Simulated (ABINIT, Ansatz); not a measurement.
**PbO (P4/nmm): bands and cutoff in G0W0 with ABINIT**

What does each rung of G0W0 on PbO (P4/nmm) cost, and what does it buy?

Calculated with ABINIT 10.8.3; PBE and many-body steps on it, plane waves.

Most raw output is cut from this account.

The database entry behind the starting cell differs from later determinations by our own check (c about 1 % long), so it need not match the best structure at ambient conditions.

## 1. Set-up

It takes space group P4/nmm (No. 129, tetragonal). Conventional cell: a = 3.960 Å, b = 3.960 Å, c = 5.070 Å, α = 90.00°, β = 90.00°, γ = 90.00°. Nearest to Pb lie 4 O at 2.32 Å. O has 4 Pb at 2.32 Å nearest. Farther neighbours and most contacts between anions are not listed.

 The runs that relaxed it are not among those shown. Spin-orbit coupling is left out unless a step names it.

## 2. Empty states on the mesh, 4×4×4 mesh, 431 bands

This step: ABINIT 10.8.3; DFT, PBE, plane waves, norm-conserving pseudopotentials.

The sums over transitions need many empty states on a uniform mesh; this step solves for them.

Contents of run.abi:

```
acell 3*1.0 Angstrom
rprim 
  3.960000000000 0.000000000000 0.000000000000
  0.000000000000 3.960000000000 0.000000000000
  0.000000000000 0.000000000000 5.070000000000
ntypat 2
znucl 82 8
natom 4
typat 1 1 2 2
xred 
  0.000000000000 0.500000000000 0.238990104020
  0.500000000000 0.000000000000 0.761009895980
  0.000000000000 0.000000000000 0.000000000000
  0.500000000000 0.500000000000 0.000000000000
pp_dirpath "pseudos"
pseudos "Pb.upf, O.upf"
ecut 42
ngkpt 4 4 4
nshiftk 1
shiftk 0 0 0
kptopt 1
chksymbreak 0
iscf -2
irdden 1
istwfk *1
nband 431
nbdbuf 38
tolwfr 1e-09
nstep 60
prtvol 0
indata_prefix "in"
outdata_prefix "out"
tmpdata_prefix "tmp"
```

Started as:

```console
$ OMP_NUM_THREADS=1 mpirun -n 16 abinit run.abi > log
```

Elapsed: 6 min, on 16 MPI ranks of Arm Neoverse V2, shared host; peak memory 2 GiB.

Numbers from this step:

```
gap                                                           : 1.126 eV
k of the valence top                                          : 0, 0, 0
k of the conduction bottom                                    : 0.5, 0.5, 0
least direct gap                                              : 2.115 eV
k points computed                                             : 18
lowest point of the top converged band, above the valence top : 149.0240 eV
```

On this mesh the gap is 1.126 eV.

The density comes from a self-consistent run that is not shown.

## 3. Screening, 4×4×4 mesh, 73 bands, screening to 76.2 eV

The RPA dielectric matrix is built and inverted for each q.

This step: RPA screening on PBE, plane waves, norm-conserving pseudopotentials.

Changes to run.abi since step 2:

```diff
@@ -22,10 +22,11 @@
 chksymbreak 0
-iscf -2
-irdden 1
 istwfk *1
-nband 431
-nbdbuf 38
-tolwfr 1e-09
-nstep 60
-prtvol 0
+occopt 1
+irdwfk 1
+optdriver 3
+nband 73
+ecuteps 2.8
+inclvkb 2
+awtr 1
+symchi 1
 indata_prefix "in"
```

Elapsed: 31 s, on 16 MPI ranks; peak memory 7 GiB; 8.1 min of CPU time.

Numbers from this step:

* ε∞ with local fields, on this mesh, along the program's q direction: 6.338
* the same without local fields: 7.080
* plasma frequency: 31.16 eV
* plane waves in the screening matrix: 123

Local fields lower ε∞ by 10 %. On a Γ-centred mesh this coarse the value itself is usually too large, while a short band sum pulls it down.

## 4. 73 bands, 76.2 eV

The self-energy is evaluated for the states that the input lists, and the levels follow from it, in one-shot runs by the linearised quasiparticle equation.

This step: G0W0 on PBE, plane waves, norm-conserving pseudopotentials.

Changes to run.abi since step 3:

```diff
@@ -25,8 +25,17 @@
 irdwfk 1
-optdriver 3
+optdriver 4
 nband 73
+gwcalctyp 0
+ecutsigx 42
+symsigma 1
+nkptgw 2
+kptgw 
+  0.0000000000 0.0000000000 0.0000000000
+  0.5000000000 0.5000000000 0.0000000000
+bdgw 
+  26 30
+  27 30
 ecuteps 2.8
-inclvkb 2
-awtr 1
-symchi 1
+irdscr 1
+ppmodel 1
 indata_prefix "in"
```

It took 3.9 s on 16 MPI ranks; peak memory 3.1 GiB; 60 s of CPU time.

This step gave:

- G0W0 gap on the points computed: 1.165 eV
- starting gap on the mesh: 1.126 eV
- k of the valence top: 0, 0, 0
- k of the conduction bottom: 0.5, 0.5, 0
- Z at the valence top: 0.794
- Z at the conduction bottom: 0.838
- least direct G0W0 gap on the computed points: 2.098 eV

The gap on the mesh goes from 1.13 eV to 1.17 eV, a correction of +0.04 eV.

## 5. Screening, 4×4×4 mesh, 177 bands, screening to 141.5 eV

This step: RPA screening on PBE, plane waves, norm-conserving pseudopotentials.

Changes to run.abi since step 4:

```diff
@@ -25,17 +25,8 @@
 irdwfk 1
-optdriver 4
-nband 73
-gwcalctyp 0
-ecutsigx 42
-symsigma 1
-nkptgw 2
-kptgw 
-  0.0000000000 0.0000000000 0.0000000000
-  0.5000000000 0.5000000000 0.0000000000
-bdgw 
-  26 30
-  27 30
-ecuteps 2.8
-irdscr 1
-ppmodel 1
+optdriver 3
+nband 177
+ecuteps 5.2
+inclvkb 2
+awtr 1
+symchi 1
 indata_prefix "in"
```

Run time: 2.2 min. Hardware: 16 MPI ranks; peak memory 8.8 GiB.

This step gave:

| Property | Result |
| --- | --- |
| ε∞ with local fields, on this mesh, along the program's q direction | 6.278 |
| the same without local fields | 7.158 |
| plasma frequency | 31.16 eV |
| plane waves in the screening matrix | 293 |

## 6. 177 bands, 141.5 eV

This step: G0W0 on PBE, plane waves, norm-conserving pseudopotentials.

Changes to run.abi since step 5:

```diff
@@ -25,8 +25,17 @@
 irdwfk 1
-optdriver 3
+optdriver 4
 nband 177
+gwcalctyp 0
+ecutsigx 42
+symsigma 1
+nkptgw 2
+kptgw 
+  0.0000000000 0.0000000000 0.0000000000
+  0.5000000000 0.5000000000 0.0000000000
+bdgw 
+  26 30
+  27 30
 ecuteps 5.2
-inclvkb 2
-awtr 1
-symchi 1
+irdscr 1
+ppmodel 1
 indata_prefix "in"
```

The job ended after 10 s (16 MPI ranks; peak memory 5.3 GiB).

This step gave:

```
G0W0 gap on the points computed              : 1.254 eV
starting gap on the mesh                     : 1.126 eV
k of the valence top                         : 0, 0, 0
k of the conduction bottom                   : 0.5, 0.5, 0
Z at the valence top                         : 0.792
Z at the conduction bottom                   : 0.838
least direct G0W0 gap on the computed points : 2.122 eV
```

Against G0W0 in ABINIT (4×4×4 mesh, 73 bands, screening to 76.2 eV, Godby-Needs plasmon pole), the gap moves by +0.089 eV.

## 7. Screening, 4×4×4 mesh, 393 bands, screening to 217.7 eV

This step: RPA screening on PBE, plane waves, norm-conserving pseudopotentials.

Changes to run.abi since step 6:

```diff
@@ -25,17 +25,8 @@
 irdwfk 1
-optdriver 4
-nband 177
-gwcalctyp 0
-ecutsigx 42
-symsigma 1
-nkptgw 2
-kptgw 
-  0.0000000000 0.0000000000 0.0000000000
-  0.5000000000 0.5000000000 0.0000000000
-bdgw 
-  26 30
-  27 30
-ecuteps 5.2
-irdscr 1
-ppmodel 1
+optdriver 3
+nband 393
+ecuteps 8
+inclvkb 2
+awtr 1
+symchi 1
 indata_prefix "in"
```

Wall time 11 min (16 MPI ranks); peak memory 14 GiB; 3.1 h of CPU time.

This step gave:

| Property | Result |
| --- | --- |
| ε∞ with local fields, on this mesh, along the program's q direction | 6.245 |
| the same without local fields | 7.163 |
| plasma frequency | 31.16 eV |
| plane waves in the screening matrix | 577 |

## 8. 393 bands, 217.7 eV

This step: G0W0 on PBE, plane waves, norm-conserving pseudopotentials.

Changes to run.abi since step 7:

```diff
@@ -25,8 +25,17 @@
 irdwfk 1
-optdriver 3
+optdriver 4
 nband 393
+gwcalctyp 0
+ecutsigx 42
+symsigma 1
+nkptgw 2
+kptgw 
+  0.0000000000 0.0000000000 0.0000000000
+  0.5000000000 0.5000000000 0.0000000000
+bdgw 
+  26 30
+  27 30
 ecuteps 8
-inclvkb 2
-awtr 1
-symchi 1
+irdscr 1
+ppmodel 1
 indata_prefix "in"
```

It took 58 s on 16 MPI ranks; peak memory 13 GiB; 15 min of CPU time.

This step gave:

```yaml
g0w0_gap_on_the_points_computed: 1.398 eV
starting_gap_on_the_mesh: 1.126 eV
k_of_the_valence_top: 0, 0, 0
k_of_the_conduction_bottom: 0.5, 0.5, 0
least_direct_g0w0_gap_on_the_computed_points: 2.281 eV
```

Against G0W0 in ABINIT (4×4×4 mesh, 177 bands, screening to 141.5 eV, Godby-Needs plasmon pole), the gap moves by +0.144 eV.

## 9. Side by side

Times are wall times on 16 MPI ranks of Arm Neoverse V2, shared host, good to a factor of about two. A run's time includes the screening step that it read.

| run | mesh | bands | screening cutoff (eV) | DFT gap (eV) | gap on the mesh (eV) | direct (eV) | ε∞ used | time |
| --- | --- | --- | --- | --- | --- | --- | --- | --- |
| 73 bands, 76.2 eV | 4×4×4 | 73 | 76.2 | 1.126 | 1.165 | 2.098 | 6.34 | 34 s |
| 177 bands, 141.5 eV | 4×4×4 | 177 | 141.5 | 1.126 | 1.254 | 2.122 | 6.28 | 2.4 min |
| 393 bands, 217.7 eV | 4×4×4 | 393 | 217.7 | 1.126 | 1.398 | 2.281 | 6.25 | 12 min |

## 10. Summary of results

- 73 bands, 76.2 eV: 1.165 eV
- 177 bands, 141.5 eV: 1.254 eV
- 393 bands, 217.7 eV: 1.398 eV
- known limits: not at the basis limit; no spin-orbit coupling; coarse k mesh

What this shows: From the first rung to the last the gap moves by +0.23 eV for 22 times the time. The steps are not yet shrinking, so no limit is drawn. In the G0W0 runs levels were corrected at 2 k points alone, so a gap called «on the mesh» is the least over those, and an edge elsewhere would be missed. The 4×4×4 mesh is coarse for this cell, which bears on the long-range parts of exchange and screening. Where an edge is built on 6p states of lead, bismuth or thallium, scalar-relativistic gaps usually stand too wide, by a few tenths to over one eV. The many-body steps are scalar-relativistic: spin-orbit coupling is not in them.

[Paths, hosts, dates, memory and timing lines, banners, echoed tables and standing remarks are left out of the program output.]

[Logs are printed without paths, hosts, clocks, repeated set-up lines and the standing remarks that a program may print on its own settings, such as how far it seeks lower states.]

[Runs of the session that timed out or met a known fault of the program may be left out.]

[Hosts, paths, dates, database ids (printed as entryN), source tags and the programs' standing remarks are cut or masked in the printed files.]

[G0W0 gaps are taken among the corrected bands and points alone; a level outside them can change the order at an edge.]

[Where Ansatz stands beside ABINIT at settings called matched, ABINIT's density can come from a denser mesh and the files from another edition; pairs whose starting gaps differed by over 0.03 eV were left out, so agreement reads better than it is.]
